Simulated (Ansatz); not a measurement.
## What Ta2NF2 monolayer distorts into

Wanted: the energy along a soft mode of Ta2NF2 monolayer and the structure at the end.

Method: DFT PBE, scalar-relativistic, plane waves, PAW, in Ansatz 0.2.0.

### 1. The structure

The cell holds 5 atoms: 1 N, 2 Ta and 2 F. Its edges and angles: a = 3.303 Å, b = 3.303 Å, c = 33.200 Å, α = 90.0°, β = 90.0°, γ = 120.0°. Vacuum lies along c.

### 2. Response at finite wavevector

The cell comes from relaxations at this level that are not shown. Stability and thermal properties need the whole zone. Linear response on a 6×6×1 q mesh gives force constants as far as a supercell of that size would.

Contents of input.yaml:

```yaml
crystal:
  lattice:
    - [3.302644516, 0.0, 0.0]
    - [-1.651322258, 2.8601740505, 0.0]
    - [0.0, 0.0, 33.2]
  atoms:
    - { symbol: "N", position: [0.0, 0.0, 0.3012048193] }
    - { symbol: Ta, position: [0.3333333333, 0.6666666667, 0.3310637257] }
    - { symbol: Ta, position: [0.6666666667, 0.3333333333, 0.2713459129] }
    - { symbol: F, position: [0.6666666667, 0.3333333333, 0.3712001814] }
    - { symbol: F, position: [0.3333333333, 0.6666666667, 0.2312094572] }
  periodic: [true, true, false]
kpoints:
  mp_grid: { grid: [12, 12, 1] }
hamiltonian:
  xc: pbe
scf:
  occupations: { method: methfessel_paxton, width: 0.15 }
output:
  eigenvalues: true
phonons:
  method: dfpt
  qmesh: [6, 6, 1]
  temperatures: { t_max: 1000, t_step: 50 }
  qpath:
    path:
      - [0.0, 0.0, 0.0]
      - [0.5, 0.0, 0.0]
      - [0.33333333, 0.33333333, 0.0]
      - [0.0, 0.0, 0.0]
    npoints: 10
```

Launch:

```sh
$ ansatz run input.yaml --threads 8 --pin off --max-ram 14336MiB --backend cpu --events-out ev --progress --plain --runs-dir out
```

Numbers of over 12 decimals in the logs are rounded to 6 here.

The program printed:

```text
Warning: crystal.symmetry: narrowed to the stabiliser of the run's FFT grids — unitary ops 12 → 6. A phonons.method: dfpt run fills in the rows of the dynamical matrix that it does not solve by its symmetry operations, which is exact only for operations that map its FFT grids onto themselves: filled in by any other, the frequencies could depend on the order in which like atoms are typed, or, by more than the grids' own error, on where the crystal sits among the grids' points. Excluded: 6 operations. The run can therefore solve more perturbations, solve them on more k-points, or both, and cost more. [rest of the remark cut]
Engine: ansatz 0.2.0, aarch64-unknown-linux-gnu
Pseudopotentials: kind: paw
Pseudopotential: N, paw, valence charge 5, recommended cutoff 420 eV (normal), N.paw.azcp
Pseudopotential: Ta, paw, valence charge 13, recommended cutoff 420 eV (normal), Ta.paw.azcp
Pseudopotential: F, paw, valence charge 7, recommended cutoff 420 eV (normal), F.paw.azcp
Functional definition: PBE
  parameter kappa = 0.804
  parameter beta = 0.066725
  exchange = pbe_x(kappa = kappa, mu = beta*pi^2/3)
  correlation = pbe_c(beta = beta)
Crystal: 5 atoms, lattice volume = 313.612 Å³
Basis set: ecut = 420 eV, 6243 PW (Γ), exchange–correlation on 48×48×450 points (8 copies of the dense FFT grid, shifted against one another)
Bands: 28, of which v1, the nominal top of the filled ones, is band 23 counted from 1 (22 counted from 0)
Symmetry: 12 space group operations
k-points: 19 of 144 (irreducible under 6 space group operations, time reversal used)
Non-local potential: N, projectors of the file, l = 0: 2, l = 1: 2, l = 2: 1
Non-local potential: Ta, projectors of the file, l = 0: 3, l = 1: 2, l = 2: 2, l = 3: 1
Non-local potential: F, projectors of the file, l = 0: 2, l = 1: 2, l = 2: 1
PAW form: soft (Blöchl's): semilocal exchange-correlation on the pseudo side does not see the compensation charge
PAW one-centre angular grid: N, 110 points (default); XC on 64 Gauss nodes
PAW one-centre angular grid: Ta, 590 points (default); XC on 64 Gauss nodes
PAW one-centre angular grid: F, 110 points (default); XC on 64 Gauss nodes
Initial density: superposition of atomic densities (neutral atoms: chi_scale 0, normalization atom), corrected by the library's trained network
Initial wavefunctions: pseudopotential atomic-orbital guess
Functional: x = pbe(κ = 0.804, μ = 0.219515), c = pbe(β = 0.066725)
SCF iter   1: F=—  HF=-21867.251198 eV  |F-HF|=—  |Δ(HF+E_count)|=         —  Δρ=4.42e-3  dr2=6.06e-2  ethr=1.77e-3  ⟨swp⟩=11.5  Hψ=3816  notcnv=0
preconditioner: auto → LDOS  [insulator: Δε(μ)=0.153 eV  Ē_g=9.116 eV  σ=0.150 eV  W_gap=0.68  n_scr=20 (ndim 8)  ℏωp=10.5 eV  f_vac=0.784  D(μ)=1.68/eV (n_scr^D=10)  ε∞_Penn≈2.3  β→1.0]
SCF iter   2: F=—  HF=-21867.245378 eV  |F-HF|=—  |Δ(HF+E_count)|=   5.82e-3  S|Δr|=    0.00e0  Δρ=1.86e-3  dr2=8.93e-3  ethr=1.35e-4  ⟨swp⟩=3.4  Hψ=1451  notcnv=0  defer=12
SCF iter   3: F=—  HF=-21867.243610 eV  |F-HF|=—  |Δ(HF+E_count)|=   1.77e-3  S|Δr|=    0.00e0  Δρ=7.52e-4  dr2=1.44e-3  ethr=1.98e-5  ⟨swp⟩=3.7  Hψ=1318  notcnv=0  defer=12
SCF iter   4: F=—  HF=-21867.243280 eV  |F-HF|=—  |Δ(HF+E_count)|=   3.30e-4  S|Δr|=    0.00e0  Δρ=1.28e-4  dr2=4.97e-5  ethr=3.20e-6  ⟨swp⟩=3.1  Hψ=1079  notcnv=0  defer=12
SCF iter   5: F=—  HF=-21867.243298 eV  |F-HF|=—  |Δ(HF+E_count)|=   1.85e-5  S|Δr|=    0.00e0  Δρ=4.13e-5  dr2=4.12e-6  ethr=1.11e-7  ⟨swp⟩=3.6  Hψ=1220  notcnv=0  defer=12
SCF iter   6: F=—  HF=-21867.243128 eV  |F-HF|=—  |Δ(HF+E_count)|=   1.71e-4  S|Δr|=    0.00e0  Δρ=9.40e-6  dr2=1.90e-7  ethr=9.17e-9  ⟨swp⟩=3.2  Hψ=1133  notcnv=0  defer=7
SCF iter   7: F=—  HF=-21867.243128 eV  |F-HF|=—  |Δ(HF+E_count)|=   7.50e-7  S|Δr|=    0.00e0  Δρ=1.78e-6  dr2=6.20e-9  ethr=4.21e-10  ⟨swp⟩=4.1  Hψ=1326  notcnv=0  defer=7
SCF iter   8: F=—  HF=-21867.243129 eV  |F-HF|=—  |Δ(HF+E_count)|=   4.50e-8  S|Δr|=    0.00e0  Δρ=3.12e-7  dr2=1.38e-10  ethr=1.38e-11  ⟨swp⟩=3.5  Hψ=1219  notcnv=0  defer=7
SCF iter   9: F=—  HF=-21867.243129 eV  |F-HF|=—  |Δ(HF+E_count)|=   5.95e-9  S|Δr|=    0.00e0  Δρ=7.03e-8  dr2=1.10e-11  ethr=1.00e-12  ⟨swp⟩=22.0  Hψ=5294  notcnv=0
SCF iter  10: F=-21867.243129 eV  HF=-21867.243129 eV  |F-HF|=6.18e-11  |Δ(HF+E_count)|=  1.64e-10  S|Δr|=    0.00e0  Δρ=1.50e-8  dr2=5.35e-13  ethr=1.00e-12  ⟨swp⟩=9.6  Hψ=3353  notcnv=0
SCF 1 converged in 10 iterations: F = -21867.243129 eV  dr2 = 5.35e-13
  greatest PAW one-centre occupation: 0.999 electrons in one spin orbital (limit 2), on the Ta atom at site 2 (counted from 0), in its partial waves of l = 0
phonons: the bands overlap, so this run is a metal and interpolates without the dipole-dipole term. If the crystal is really an insulator or semiconductor, its LO-TO splitting is missing
NSCF: frozen V_eff on 19 k-points
WARN: eigensolver did not converge (k=1): 1 band(s) unlocked after 2 eigensolves, warm-restarted (20 sweeps on the last) at ethr=1.69e-12 eV (storage-precision floor; scheduled 1.00e-12 eV) (lowest unlocked band 27, counted from 0; max residual 3.05e-5 eV among the unlocked bands, 3.05e-5 eV over every band; other slots of this pass that fall short are told together in one closing line; warning suppressed until the next SCF loop or pass starts)
WARN: eigensolver did not converge in 3 slots of this pass, the one above among them; of largest residual over every band (k=3): 1 band(s) unlocked (lowest unlocked band 27, counted from 0; max residual 2.87e-4 eV among the unlocked bands, 2.87e-4 eV over every band); of lowest unlocked band (k=1): band 27
NSCF: frozen V_eff on 43 k-points
DFPT response loops at q = (0, 0, 0) (fractional): preconditioner auto → none (partly filled bands, converged f_vac=0.785); β = 0.50; Broyden in place of MSR1
NSCF: frozen V_eff on 156 k-points
DFPT response loops at q = (0, 0.166667, 0) (fractional): mixed as the last ones told, above
NSCF: frozen V_eff on 156 k-points
DFPT response loops at q = (0, 0.333333, 0) (fractional): mixed as the last ones told, above
NSCF: frozen V_eff on 86 k-points
DFPT response loops at q = (0, -0.5, 0) (fractional): mixed as the last ones told, above
NSCF: frozen V_eff on 288 k-points
DFPT response loops at q = (0.166667, 0.166667, 0) (fractional): mixed as the last ones told, above
NSCF: frozen V_eff on 288 k-points
DFPT response loops at q = (0.166667, 0.333333, 0) (fractional): mixed as the last ones told, above
NSCF: frozen V_eff on 156 k-points
DFPT response loops at q = (0.333333, 0.333333, 0) (fractional): mixed as the last ones told, above
SCF converged after 10 iterations
Stability not checked: this state was not tested for a lower state beside it, because cold or Methfessel-Paxton smearing, or corrected tetrahedra, fill the levels in a way that the test cannot read (fill_not_monotonic; see scf.lower_state_search)
Free energy (F): -21867.243129 eV
Harris-Foulkes:  -21867.243129 eV  (|F-HF|=6.18e-11)
Internal energy: -21867.244980 eV  (E = F + TS)
E sigma→0 (E₀):  -21867.243592 eV
Entropy (-TS):   0.001852 eV (0.370 meV/atom)
Fermi energy:    -3.644236 eV
--- Per-component energies (eV) ---
  E_band       = -1159.140271
  E_kinetic    = 1281.769754
  E_local      = -128525.088289  (includes V_loc(G=0)·N_el)
  E_nonlocal   = 222.715473
  E_hartree    = 63464.756659
  E_xc         = -657.317925
  E_vxc        = -690.043774  (∫ρ·V_xc dr)
  E_paw        = -17322.198514  (= ΣΔE_a)
  E_vpaw       = -378.011224  (= ΣTr[D̂ρ^β])
  E_aug_tail   = 0.004594  (compensation charges beyond the density's cutoff)
  E_ewald      = 59668.113267
  E_smearing   = 0.001852  (= −TS)
  E_closure    = 0.000000  (closes the sum)
  Σ components = -21867.243129   (vs F -21867.243129, Δ=0.00e0)
--- Band table (eV; the first three rows and the last of 19) ---
  k-point 0: bands = [... 19 lower, -9.9908, -6.0481, -6.0481, -4.3233, -3.7453, -2.4446, -1.9990, -1.9990, ... 1 higher]
  k-point 1: bands = [... 19 lower, -9.9624, -6.2098, -5.9122, -4.1401, -3.4234, -2.6569, -2.4450, -2.0153, ... 1 higher]
  k-point 2: bands = [... 19 lower, -9.9438, -6.5332, -5.5308, -3.9745, -2.9553, -2.7573, -2.4908, -1.9766, ... 1 higher]
  k-point 18: bands = [... 19 lower, -10.1103, -5.2577, -5.2577, -5.1734, -1.5991, -1.5991, -1.2743, -0.4684, ... 1 higher]
--- Phonons (Γ-DFPT): 10 representative perturbations + reference (Σ response iterations 52) ---
  ASR residual: 1.558e-5 → 0.000e0 eV/Å²; symmetrization residual: 4.651e-6 eV/Å²
  The last average, over the group as it would stand without the narrowing to the FFT grids, took up to 1.894e-6 eV/Å² of the zone centre's force constants
  ASR residual per site (eV/Å²): 1.56e-5 1.05e-5 9.99e-6 7.74e-6 1.01e-5
  Γ frequencies (cm⁻¹): 0.00 0.00 0.00 107.82 107.82 179.16 179.16 193.19 193.19 229.62 343.35 360.80 425.74 608.66 608.66
--- Phonons (arbitrary-q DFPT): 7 irreducible q on the 6×6×1 mesh ---
  q = [0.0000, 0.0000, 0.0000] (star 1, of the zone-centre solve; hermiticity 3.37e-7, symmetrization 2.31e-14, taken by the last average 6.85e-8): -0.00 0.00 0.00 107.82 107.82 179.16 179.16 193.19 193.19 229.62 343.35 360.80 425.74 608.66 608.66
  q = [0.0000, 0.1667, 0.0000] (star 6, 15 solved perturbations on 78 of 144 k-point pairs; hermiticity 2.18e-7, symmetrization 4.07e-11, taken by the last average 2.19e-7): -65.41 -21.55 34.29 91.60 96.97 179.71 182.97 192.35 192.83 211.73 330.94 334.21 400.00 594.86 604.45
  q = [0.0000, 0.3333, 0.0000] (star 6, 15 solved perturbations on 78 of 144 k-point pairs; hermiticity 4.93e-7, symmetrization 7.83e-11, taken by the last average 2.27e-7): -73.44 -17.09 96.33 102.88 118.34 166.40 179.91 190.33 193.94 201.17 308.49 325.66 398.89 602.01 611.61
  q = [0.0000, -0.5000, 0.0000] (star 3, 15 solved perturbations on 43 of 144 k-point pairs; hermiticity 2.25e-6, symmetrization 1.08e-6, taken by the last average 1.80e-7): -124.07 -33.56 100.21 123.90 135.89 162.33 173.78 181.81 187.80 193.10 296.60 319.18 401.85 585.25 602.01
  q = [0.1667, 0.1667, 0.0000] (star 6, 10 solved perturbations in 1110 linear systems a pass and spin channel, the states on 144 of 144 k-point pairs; hermiticity 5.50e-7, symmetrization 1.08e-10, taken by the last average 4.14e-7): -74.58 -38.25 78.74 89.81 119.02 170.90 182.77 183.08 193.26 203.35 313.45 327.40 389.75 604.52 605.43
  q = [0.1667, 0.3333, 0.0000] (star 12, 15 solved perturbations on 144 of 144 k-point pairs: no pair is spared here; hermiticity 1.99e-7, symmetrization 0.00e0, taken by the last average 2.74e-7): -100.93 -84.30 63.44 119.99 144.36 167.49 173.72 176.77 184.02 193.95 302.14 317.35 396.44 593.03 605.21
  q = [0.3333, 0.3333, 0.0000] (star 2, 10 solved perturbations in 545 linear systems a pass and spin channel, the states on 78 of 144 k-point pairs; hermiticity 4.09e-7, symmetrization 3.92e-7, taken by the last average 9.88e-8): -103.07 -82.21 -82.21 140.94 140.94 160.35 168.07 180.90 180.90 186.40 310.34 310.34 394.04 604.40 604.40
  sum rule: each row above includes the acoustic sum rule's correction from the zone centre's row sums; it moved no ω² by more than (0.55 cm⁻¹)²
  mesh force constants: q→R imaginary residual 2.90e-18; ASR residual 1.558e-5 → 0.000e0 eV/Å²; symmetrization residual 7.105e-15 eV/Å²
  interpolated dispersion: 31 rows × 15 modes
  density of states and harmonic sums: on the 24×24×1 q-mesh, interpolated from the force constants of a 6×6×1 supercell (no non-analytic term)
  largest difference from the sums on the solved wave vectors: F 3.41e-2 eV, S 4.00e-5 and C_V 6.26e-6 eV/K
  zero-point energy: 0.214083 eV/cell   skipped modes (ω ≤ 0): 124, of them read as no rigid motion or as one in doubt: 121 (2.010e0 modes/cell left out, lowest -124.07 cm⁻¹)   left out of the sums: 1.34e-1 of the cell's modes: C_V's classical limit lies that fraction below 3 k_B per atom; for a crystal, a wire or a layer, F and S can be off by more, and a phonons.interpolated_qmesh denser along its periods is the remedy for the sampling
```

It took 15 min on 8 threads of Arm Neoverse V2, shared host; peak memory 3 GiB.

In the SCF lines HF is the Harris–Foulkes energy and dr2 the Hartree energy of the density residual, in eV; the loop may stop once dr2 is under the threshold and the program's other checks hold. Hψ counts applications of the Hamiltonian.

Numbers from this step:

- gap on the k-mesh: 0 eV
- sum-rule residual before enforcement: 1.56e-5 eV/Å²
- lowest frequency on the path: -124.1 cm⁻¹
- point group: -3m
- highest frequency on the path or at a solved wavevector: 611.7 cm⁻¹
- area per atom: 1.889 Å²
- highest optical mode at the zone centre (no LO-TO term): 608.7 cm⁻¹
- lowest optical zone-centre mode: 107.8 cm⁻¹
- lowest mode on the q mesh (acoustic modes at Γ apart): -124.1 cm⁻¹

Frequencies (cm⁻¹) solved at each irreducible wavevector; negative means imaginary. Frequencies by wavevector, by row:

```tsv
q in reciprocal lattice units	star	mode 1	mode 2	mode 3	mode 4	mode 13	mode 14	mode 15
0 0 0	1	0	0	0	107.8	425.7	608.7	608.7
0 0.1667 0	6	-65.4	-21.6	34.3	91.6	400	594.9	604.5
0 0.3333 0	6	-73.4	-17.1	96.3	102.9	398.9	602	611.6
0 -0.5 0	3	-124.1	-33.6	100.2	123.9	401.9	585.2	602
0.1667 0.1667 0	6	-74.6	-38.2	78.7	89.8	389.8	604.5	605.4
0.1667 0.3333 0	12	-100.9	-84.3	63.4	120	396.4	593	605.2
0.3333 0.3333 0	2	-103.1	-82.2	-82.2	140.9	394	604.4	604.4
```

Interpolated from a 6×6×1 q mesh. Phonon branches along the path, in cm⁻¹:

```tsv
point	branch 1	branch 2	branch 3	branch 4	branch 12	branch 13	branch 14	branch 15
Γ	0	0	0	108	361	426	609	609
halfway	-53	-38	72	99	330	394	599	609
M	-124	-34	100	124	319	402	585	602
halfway	-110	-90	52	127	315	397	588	604
K	-103	-82	-82	141	310	394	604	604
halfway	-75	-38	79	90	327	390	604	605
Γ	0	0	0	108	361	426	609	609
```

Symmetry leaves 7 wavevectors to solve. The lowest mode among them, the acoustic zeros apart, lies at q = (0, -0.5, 0) and is imaginary, 124.1i cm⁻¹, so the energy falls along it.

### 3. The mode frozen in, largest atomic shift 0 Å

The mode followed lies at q = (0.333, 0.333, 0) with frequency 103.1i cm⁻¹, one of the unstable modes though not the softest. At small amplitude the distorted cell has space group no. 147 by a symmetry search on the positions. The undistorted cell that holds it gives the zero of energy on the same k mesh.

System of this step: Ta2NF2 monolayer. The cell holds 15 atoms: 3 N, 6 Ta and 6 F. Its edges and angles: a = 5.720 Å, b = 5.720 Å, c = 33.200 Å, α = 90.0°, β = 90.0°, γ = 60.0°. It derives from Ta2NF2. Vacuum lies along c.

Contents of input.yaml:

```yaml
crystal:
  lattice:
    - [0.0, -5.720348101, 0.0]
    - [-4.953966774, -2.8601740506, 0.0]
    - [0.0, 0.0, -33.2]
  atoms:
    - { symbol: "N", position: [0.6666666667, 0.6666666667, 0.6987951807] }
    - { symbol: "N", position: [0.3333333333, 0.3333333333, 0.6987951807] }
    - { symbol: "N", position: [1.0, 1.0, 0.6987951807] }
    - { symbol: Ta, position: [0.3333333333, 0.6666666667, 0.6689362743] }
    - { symbol: Ta, position: [1.0, 0.3333333333, 0.6689362743] }
    - { symbol: Ta, position: [0.6666666667, 0.0, 0.6689362743] }
    - { symbol: Ta, position: [0.6666666667, 0.3333333333, 0.7286540871] }
    - { symbol: Ta, position: [0.3333333333, 0.0, 0.7286540871] }
    - { symbol: Ta, position: [1.0, 0.6666666667, 0.7286540871] }
    - { symbol: F, position: [0.6666666667, 0.3333333333, 0.6287998186] }
    - { symbol: F, position: [0.3333333333, 0.0, 0.6287998186] }
    - { symbol: F, position: [1.0, 0.6666666667, 0.6287998186] }
    - { symbol: F, position: [0.3333333333, 0.6666666667, 0.7687905428] }
    - { symbol: F, position: [1.0, 0.3333333333, 0.7687905428] }
    - { symbol: F, position: [0.6666666667, 0.0, 0.7687905428] }
  periodic: [true, true, false]
kpoints:
  mp_grid: { grid: [9, 9, 1] }
hamiltonian:
  xc: pbe
scf:
  occupations: { method: methfessel_paxton, width: 0.15 }
output:
  forces: true
  stress: true
  eigenvalues: true
```

The program printed:

```text
[...]
Crystal: 15 atoms, lattice volume = 940.835 Å³
Basis set: ecut = 420 eV, 18519 PW (Γ), exchange–correlation on 80×80×450 points (8 copies of the dense FFT grid, shifted against one another)
Bands: 83, of which v1, the nominal top of the filled ones, is band 68 counted from 1 (67 counted from 0)
Symmetry: 36 space group operations
[...]
k-points: 12 of 81
[...]
k-point 1: bands = [... 64 lower, -5.4380, -4.8776, -4.7343, -4.4405, -4.2128, -3.5511, -2.5901, -2.3372, ... 11 higher]
  k-point 2: bands = [... 64 lower, -5.5786, -4.4721, -4.1896, -3.9733, -3.6944, -3.1301, -2.7769, -2.6347, ... 11 higher]
  k-point 11: bands = [... 64 lower, -4.3151, -4.3151, -4.0536, -4.0536, -4.0536, -2.5896, -2.5896, -2.5896, ... 11 higher]
  ° read free of the cell's end (the report's vacuum.weakly_bound_levels)
[key lines of the parts left out:]
SCF converged after 7 iterations
Free energy (F): -65601.708356 eV
Fermi energy:    -3.629795 eV
P = ½ c Tr σ = 0.1639 N/m
```

Elapsed: 7.9 s, on 8 threads; peak memory 3.4 GiB.

This run has no spin polarisation although its electron count is odd.

Numbers from this step:

```yaml
energy_from_the_undistorted_cell: 0 meV/atom
```

### 4. The mode frozen in, largest atomic shift 0.22 Å

The atoms are moved along the unstable eigenvector, the largest shift by 0.22 Å, with the cell fixed.

Contents of input.yaml:

```yaml
crystal:
  lattice:
    - [0.0, -5.720348101, 0.0]
    - [-4.953966774, -2.8601740506, 0.0]
    - [0.0, 0.0, -33.2]
  atoms:
    - { symbol: "N", position: [0.6666673157, 0.6666660176, 0.7054213662] }
    - { symbol: "N", position: [0.3333333333, 0.3333333333, 0.6987950205] }
    - { symbol: "N", position: [0.9999993509, 1.0000006491, 0.6921686747] }
    - { symbol: Ta, position: [0.3453321547, 0.6606676355, 0.6689362741] }
    - { symbol: Ta, position: [0.9940011865, 0.3453321547, 0.6689362745] }
    - { symbol: Ta, position: [0.6606670941, -0.0060000079, 0.6689362743] }
    - { symbol: Ta, position: [0.6726656978, 0.321334512, 0.7286540869] }
    - { symbol: Ta, position: [0.321334512, 0.0059994664, 0.7286540873] }
    - { symbol: Ta, position: [1.005999355, 0.6726668922, 0.7286540871] }
    - { symbol: F, position: [0.6730397772, 0.3205877844, 0.6287999517] }
    - { symbol: F, position: [0.3205877844, 0.0063735729, 0.6287996855] }
    - { symbol: F, position: [1.006371976, 0.6730395674, 0.6287998186] }
    - { symbol: F, position: [0.3460788822, 0.6602935561, 0.7687906759] }
    - { symbol: F, position: [0.9936271206, 0.3460788822, 0.7687904097] }
    - { symbol: F, position: [0.6602944595, -0.0063726695, 0.7687905428] }
  periodic: [true, true, false]
kpoints:
  mp_grid: { grid: [9, 9, 1] }
hamiltonian:
  xc: pbe
scf:
  occupations: { method: methfessel_paxton, width: 0.15 }
output:
  forces: true
  stress: true
  eigenvalues: true
```

The program printed:

```text
[...]
k-point 1: bands = [... 64 lower, -5.5457, -4.9985, -4.8498, -4.5637, -4.2349, -3.6347, -2.9902, -2.3845, ... 11 higher]
  k-point 2: bands = [... 64 lower, -5.6706, -4.5975, -4.3246, -4.0089, -3.8238, -3.2006, -3.1178, -2.6768, ... 11 higher]
  k-point 14: bands = [... 64 lower, -4.4789, -4.4789, -4.1579, -4.1579, -3.9428, -2.6738, -2.6738, -2.6399, ... 11 higher]
  ° read free of the cell's end (the report's vacuum.weakly_bound_levels)
[key lines of the parts left out:]
SCF converged after 7 iterations
Free energy (F): -65601.766349 eV
Fermi energy:    -3.769467 eV
P = ½ c Tr σ = -1.1332 N/m
```

It took 11 s on 8 threads; peak memory 3.5 GiB.

Numbers from this step:

```
energy from the undistorted cell : -4.164 meV/atom
```

The energy, extrapolated to zero smearing, is -4.16 meV/atom against the undistorted cell.

(Continued in part 2 of 2.)

[Logs are printed without paths, hosts, clocks, repeated set-up lines and the standing remarks that a program may print on its own settings, such as how far it seeks lower states.]

[Hosts, paths, dates, database ids (printed as entryN), source tags and the programs' standing remarks are cut or masked in the printed files.]
